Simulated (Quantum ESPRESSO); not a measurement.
## GaAs (F-43m): modes at Γ and the response to a field

Which modes does GaAs (F-43m) have at the zone centre?

Method: DFT LDA, scalar-relativistic, plane waves, GBRV ultrasoft pseudopotentials, in Quantum ESPRESSO 7.5.

## 1. Starting point

Symmetry: F-43m, No. 216, cubic system. Conventional cell: a = 5.654 Å, b = 5.654 Å, c = 5.654 Å, α = 90.00°, β = 90.00°, γ = 90.00°. Nearest to Ga lie 4 As at 2.45 Å. Nearest to As lie 4 Ga at 2.45 Å. Farther neighbours are not listed.

## 2. A first look

Before anything dear is run, a loose run with smearing shows whether this is a metal and how far the cell is from rest.

probe.in reads:

```
&CONTROL
  calculation = 'scf'
  prefix      = 'x'
  outdir      = './tmp'
  pseudo_dir  = './pseudo'
  tprnfor     = .true.
  tstress     = .true.
  verbosity   = 'high'
/
&SYSTEM
  ibrav       = 0
  nat         = 2
  ntyp        = 2
  ecutwfc     = 50.0
  ecutrho     = 400.0
  occupations = 'smearing'
  smearing    = 'gaussian'
  degauss     = 0.01
/
&ELECTRONS
  conv_thr         = 1.0d-07
  mixing_beta      = 0.7
  electron_maxstep = 100
/
ATOMIC_SPECIES
 Ga     69.7230  Ga.upf
 As     74.9216  As.upf
CELL_PARAMETERS angstrom
    -2.826850000    0.000000000    2.826850000
     0.000000000    2.826850000    2.826850000
    -2.826850000    2.826850000    0.000000000
ATOMIC_POSITIONS crystal
 Ga     0.000000000   0.000000000   0.000000000
 As     0.250000000   0.250000000   0.250000000
K_POINTS automatic
 6 6 6 0 0 0
```

On the command line:

```sh
> OMP_NUM_THREADS=1 mpirun -n 4 pw.x -nk 4 -in probe.in > probe.out
```

The program printed:

```text
[banners, grids, parts of the stress and lines that vanish by symmetry left out]
Program PWSCF v.7.5
     Message from routine setup:
     using ibrav=0 with symmetry is DISCOURAGED, use correct ibrav instead
[...]
kinetic-energy cutoff     =      50.0000  Ry
     charge density cutoff     =     400.0000  Ry
     scf convergence threshold =      1.0E-07
[...]
Exchange-correlation= SLA  PZ   NOGX NOGC
                           (   1   1   0   0   0   0   0)
[...]
24 Sym. Ops. (no inversion) found
[...]
(     0          1          0      )
                  (     0          0          1      )
[...]
(  0.0000000  1.0000000  0.0000000 )
                  ( -0.0000000 -0.0000000  1.0000000 )
[...]
(     1          0         -1      )
                  (     0          0         -1      )
[...]
(  0.0000000  1.0000000  0.0000000 )
[...]
(    -1          0          1      )
                  (    -1          0          0      )
[...]
( -0.0000000 -0.0000000  1.0000000 )
                  (  0.0000000 -1.0000000 -0.0000000 )
[...]
number of k points=    16  Gaussian smearing, width (Ry)=  0.0100
[...]
End of self-consistent calculation
[...]
the Fermi energy is     7.1527 ev
!    total energy              =    -454.82494452 Ry
[...]
convergence has been achieved in  10 iterations
[...]
atom    1 type  1   force =     0.00000000    0.00000000    0.00000000
     atom    2 type  2   force =     0.00000000   -0.00000000    0.00000000
[...]
Total force =     0.000000     Total SCF correction =     0.000000
[...]
total   stress  (Ry/bohr**3)                   (kbar)     P=      -22.49
[...]
XML data file, charge density, pseudopotentials, collected wavefunctions

   JOB DONE.
```

Run time: 4.1 s. Hardware: 4 MPI ranks of Arm Neoverse V2, shared host.

This step gave:

* volume per atom: 22.59 Å³
* pressure: -2.249 GPa
* gap on the k-mesh: 0.2854 eV

A gap of 0.29 eV on this mesh is too small to trust, so smearing is kept; the start stands at -2.2 GPa.

## 3. Relaxation

The relaxation runs at a cutoff a fifth above that of the response, since stress converges more slowly with the basis than frequencies do. Forces and stress are brought to rest with tight thresholds.

relax.in reads:

```
&CONTROL
  calculation   = 'vc-relax'
  prefix        = 'x'
  outdir        = './tmp'
  pseudo_dir    = './pseudo'
  tprnfor       = .true.
  tstress       = .true.
  forc_conv_thr = 2.0d-05
  etot_conv_thr = 1.0d-07
  nstep         = 40
/
&SYSTEM
  ibrav       = 0
  nat         = 2
  ntyp        = 2
  ecutwfc     = 60
  ecutrho     = 480.0
  occupations = 'smearing'
  smearing    = 'gaussian'
  degauss     = 0.002
/
&ELECTRONS
  conv_thr         = 1.0d-11
  mixing_beta      = 0.7
  electron_maxstep = 100
/
&IONS
/
&CELL
  press_conv_thr = 0.2
/
ATOMIC_SPECIES
 Ga     69.7230  Ga.upf
 As     74.9216  As.upf
CELL_PARAMETERS angstrom
    -2.826850000    0.000000000    2.826850000
     0.000000000    2.826850000    2.826850000
    -2.826850000    2.826850000    0.000000000
ATOMIC_POSITIONS crystal
 Ga     0.000000000   0.000000000   0.000000000
 As     0.250000000   0.250000000   0.250000000
K_POINTS automatic
 10 10 10 0 0 0
```

On the command line:

```sh
> OMP_NUM_THREADS=1 mpirun -n 4 pw.x -nk 4 -in relax.in > relax.out
```

The program printed:

```text
[banners, grids, parts of the stress and lines that vanish by symmetry left out]
[banner, memory and clock lines left out]
Program PWSCF v.7.5

[...]
kinetic-energy cutoff     =      60.0000  Ry
     charge density cutoff     =     480.0000  Ry
     scf convergence threshold =      1.0E-11
[...]
energy convergence thresh.=      1.0E-07
     force convergence thresh. =      2.0E-05
     press convergence thresh. =      2.0E-01
     Exchange-correlation= SLA  PZ   NOGX NOGC
                           (   1   1   0   0   0   0   0)
[...]
24 Sym. Ops. (no inversion) found
[...]
number of k points=    47  Gaussian smearing, width (Ry)=  0.0020
[...]
End of self-consistent calculation
[...]
the Fermi energy is     7.1048 ev
!    total energy              =    -454.82741078 Ry
[...]
convergence has been achieved in  14 iterations
[...]
atom    1 type  1   force =     0.00000000   -0.00000000    0.00000000
     atom    2 type  2   force =     0.00000000   -0.00000000   -0.00000000
     Total force =     0.000000     Total SCF correction =     0.000000
[...]
total   stress  (Ry/bohr**3)                   (kbar)     P=      -16.48
[...]
number of bfgs steps    =   0
[...]
CELL_PARAMETERS (angstrom)
[...]
ATOMIC_POSITIONS (crystal)
Ga               0.0000000000        0.0000000000       -0.0000000000
As               0.2500000000        0.2500000000        0.2500000000
[...]
New effective cutoffs (rho, wfc):  482.40   60.34
[...]
End of self-consistent calculation
[...]
the Fermi energy is     7.2723 ev
!    total energy              =    -454.82764613 Ry
[...]
convergence has been achieved in   6 iterations
[...]
atom    1 type  1   force =     0.00000000   -0.00000000   -0.00000000
     atom    2 type  2   force =    -0.00000000    0.00000000   -0.00000000
     Total force =     0.000000     Total SCF correction =     0.000000
[...]
total   stress  (Ry/bohr**3)                   (kbar)     P=      -10.82
[...]
number of bfgs steps    =   1
[...]
CELL_PARAMETERS (angstrom)
[...]
ATOMIC_POSITIONS (crystal)
Ga              -0.0000000000       -0.0000000000       -0.0000000000
As               0.2500000000        0.2500000000        0.2500000000
[...]
New effective cutoffs (rho, wfc):  486.49   60.85
[...]
End of self-consistent calculation
[...]
the Fermi energy is     7.5268 ev
!    total energy              =    -454.82780446 Ry
[...]
convergence has been achieved in   8 iterations
[...]
atom    1 type  1   force =    -0.00000000   -0.00000000    0.00000000
     atom    2 type  2   force =    -0.00000000   -0.00000000   -0.00000000
     Total force =     0.000000     Total SCF correction =     0.000000
[...]
total   stress  (Ry/bohr**3)                   (kbar)     P=       -1.83
[...]
number of bfgs steps    =   2
[...]
CELL_PARAMETERS (angstrom)
[...]
ATOMIC_POSITIONS (crystal)
[...]
New effective cutoffs (rho, wfc):  487.32   60.95
[...]
End of self-consistent calculation
[...]
the Fermi energy is     7.5786 ev
!    total energy              =    -454.82780912 Ry
[...]
convergence has been achieved in   7 iterations
[...]
atom    1 type  1   force =     0.00000000    0.00000000   -0.00000000
     atom    2 type  2   force =     0.00000000    0.00000000    0.00000000
     Total force =     0.000000     Total SCF correction =     0.000000
[...]
total   stress  (Ry/bohr**3)                   (kbar)     P=        0.05
[...]
number of bfgs steps    =   3
[...]
small trust_radius: resetting bfgs history
[...]
CELL_PARAMETERS (angstrom)
[...]
ATOMIC_POSITIONS (crystal)
[...]
New effective cutoffs (rho, wfc):  487.32   60.95
[...]
End of self-consistent calculation
[...]
the Fermi energy is     7.5781 ev
!    total energy              =    -454.82780912 Ry
[...]
convergence has been achieved in   4 iterations
[...]
atom    1 type  1   force =     0.00000000   -0.00000000    0.00000000
     atom    2 type  2   force =    -0.00000000    0.00000000   -0.00000000
     Total force =     0.000000     Total SCF correction =     0.000000
[...]
total   stress  (Ry/bohr**3)                   (kbar)     P=        0.03
[...]
bfgs converged in   5 scf cycles and   4 bfgs steps
[...]
End of BFGS Geometry Optimization
     Final enthalpy           =    -454.8278091181 Ry
     File ./tmp/x.bfgs deleted, as requested
[...]
CELL_PARAMETERS (angstrom)
[...]
ATOMIC_POSITIONS (crystal)
Ga              -0.0000000000        0.0000000000       -0.0000000000
As               0.2500000000        0.2500000000        0.2500000000
[...]
Final scf calculation at the relaxed structure.
[...]
kinetic-energy cutoff     =      60.0000  Ry
     charge density cutoff     =     480.0000  Ry
     scf convergence threshold =      1.0E-13
[...]
press convergence thresh. =      2.0E-01
     Exchange-correlation= SLA  PZ   NOGX NOGC
                           (   1   1   0   0   0   0   0)
[...]
24 Sym. Ops. (no inversion) found
[...]
number of k points=    47  Gaussian smearing, width (Ry)=  0.0020
[...]
End of self-consistent calculation
[...]
the Fermi energy is     7.5782 ev
!    total energy              =    -454.82774895 Ry
[...]
convergence has been achieved in  16 iterations
[...]
atom    1 type  1   force =    -0.00000000   -0.00000000    0.00000000
     atom    2 type  2   force =     0.00000000    0.00000000   -0.00000000
     Total force =     0.000000     Total SCF correction =     0.000000
[...]
total   stress  (Ry/bohr**3)                   (kbar)     P=        0.22
[...]
XML data file, charge density, pseudopotentials, collected wavefunctions
```

The job ended after 56 s (4 MPI ranks; 3.8 min of CPU time).

Relaxation path:

```csv
step,energy less that of the first step (eV),largest force (eV/Å),pressure (GPa),volume (Å³)
1,0.0000,0.0000,-1.65,45.18
2,-0.0032,0.0000,-1.08,44.80
3,-0.0054,0.0000,-0.18,44.24
4,-0.0054,0.0000,0.01,44.12
5,-0.0054,0.0000,0.00,44.12
6,-0.0046,0.0000,0.02,44.12
```

| conventional cell, symmetrised | before | after | change |
| --- | --- | --- | --- |
| a (Å) | 5.654 | 5.609 | -0.8 % |
| b (Å) | 5.654 | 5.609 | -0.8 % |
| c (Å) | 5.654 | 5.609 | -0.8 % |
| volume (Å³/atom) | 22.59 | 22.06 | -2.3 % |

The relaxed structure:

```cif
data_structure
_symmetry_space_group_name_H-M 'P 1'
_symmetry_Int_Tables_number 1
_cell_length_a 3.9664
_cell_length_b 3.9664
_cell_length_c 3.9664
_cell_angle_alpha 60.000
_cell_angle_beta 60.000
_cell_angle_gamma 60.000
_cell_volume 44.12
loop_
_atom_site_label
_atom_site_type_symbol
_atom_site_fract_x
_atom_site_fract_y
_atom_site_fract_z
_atom_site_occupancy
Ga1 Ga 0.00000 0.00000 0.00000 1
As2 As 0.25000 0.25000 0.25000 1
```

The last row of the table of steps is pw.x's closing run on a basis chosen anew for the final cell, so its energy can jump.

Read from the output:

* volume per atom: 22.06 Å³
* pressure: 0.02200 GPa
* gap on the k-mesh: 0.4672 eV

The volume changes by -2.3 % from the cell with which this run began.

## 4. Self-consistent run for the response

The response is built on this ground state, so it is converged far tighter than an energy would need. Smearing stays on, as the first look found no gap above 0.3 eV.

scf.in reads:

```
&CONTROL
  calculation = 'scf'
  prefix      = 'x'
  outdir      = './tmp'
  pseudo_dir  = './pseudo'
  tprnfor     = .true.
  tstress     = .true.
/
&SYSTEM
  ibrav       = 0
  nat         = 2
  ntyp        = 2
  ecutwfc     = 50.0
  ecutrho     = 400.0
  occupations = 'smearing'
  smearing    = 'gaussian'
  degauss     = 0.002
/
&ELECTRONS
  conv_thr         = 1.0d-12
  mixing_beta      = 0.7
  electron_maxstep = 100
/
ATOMIC_SPECIES
 Ga     69.7230  Ga.upf
 As     74.9216  As.upf
CELL_PARAMETERS angstrom
    -2.804684562    0.000000000    2.804684562
     0.000000000    2.804684562    2.804684562
    -2.804684562    2.804684562    0.000000000
ATOMIC_POSITIONS crystal
 Ga     0.000000000   0.000000000   0.000000000
 As     0.250000000   0.250000000   0.250000000
K_POINTS automatic
 10 10 10 0 0 0
```

On the command line:

```sh
> OMP_NUM_THREADS=1 mpirun -n 4 pw.x -nk 4 -in scf.in > scf.out
```

The program printed:

```text
[banners, grids, parts of the stress and lines that vanish by symmetry left out]
[banner, memory and clock lines left out]
Program PWSCF v.7.5

[...]
kinetic-energy cutoff     =      50.0000  Ry
     charge density cutoff     =     400.0000  Ry
     scf convergence threshold =      1.0E-12
[...]
Exchange-correlation= SLA  PZ   NOGX NOGC
                           (   1   1   0   0   0   0   0)
[...]
24 Sym. Ops. (no inversion) found
[...]
number of k points=    47  Gaussian smearing, width (Ry)=  0.0020
[...]
End of self-consistent calculation
[...]
the Fermi energy is     7.5787 ev
!    total energy              =    -454.82724553 Ry
[...]
convergence has been achieved in  15 iterations
[...]
atom    1 type  1   force =     0.00000000    0.00000000   -0.00000000
     atom    2 type  2   force =    -0.00000000   -0.00000000    0.00000000
     Total force =     0.000000     Total SCF correction =     0.000000
[...]
total   stress  (Ry/bohr**3)                   (kbar)     P=       -0.21
[...]
XML data file, charge density, pseudopotentials, collected wavefunctions
```

Wall time 11 s (4 MPI ranks); 42 s of CPU time.

This step gave:

- pressure: -0.021 GPa
- gap on the k-mesh: 0.4673 eV

The cell stands at -0.021 GPa, close enough for phonons.

## 5. Self-consistent run for the response

The smeared run left no partial occupations, so the cell has a gap; with fixed occupations the field response becomes possible.

Changes to scf.in since step 4:

```diff
@@ -14,5 +14,4 @@
   ecutrho     = 400.0
-  occupations = 'smearing'
-  smearing    = 'gaussian'
-  degauss     = 0.002
+  occupations = 'fixed'
+  nbnd        = 14
 /
```

The program printed:

```text
[banners, grids, parts of the stress and lines that vanish by symmetry left out]
[banner, memory and clock lines left out]
Program PWSCF v.7.5

[...]
kinetic-energy cutoff     =      50.0000  Ry
     charge density cutoff     =     400.0000  Ry
     scf convergence threshold =      1.0E-12
[...]
Exchange-correlation= SLA  PZ   NOGX NOGC
                           (   1   1   0   0   0   0   0)
[...]
24 Sym. Ops. (no inversion) found
[...]
number of k points=    47
[...]
End of self-consistent calculation
[...]
highest occupied, lowest unoccupied level (ev):     7.2760    7.7433
!    total energy              =    -454.82724553 Ry
[...]
convergence has been achieved in  16 iterations
[...]
atom    1 type  1   force =     0.00000000   -0.00000000    0.00000000
     atom    2 type  2   force =    -0.00000000    0.00000000   -0.00000000
     Total force =     0.000000     Total SCF correction =     0.000000
[...]
total   stress  (Ry/bohr**3)                   (kbar)     P=       -0.23
[...]
XML data file, charge density, pseudopotentials, collected wavefunctions
```

It took 10 s on 4 MPI ranks.

Numbers from this step:

```yaml
pressure: -0.02300 GPa
```

(Continued in part 2 of 2.)

[Host names and launcher messages were left out of these logs when they were recorded.]

[Logs are printed without paths, hosts, clocks, repeated set-up lines and the standing remarks that a program may print on its own settings, such as how far it seeks lower states.]

[Hosts, paths, dates, database ids (printed as entryN), source tags and the programs' standing remarks are cut or masked in the printed files.]
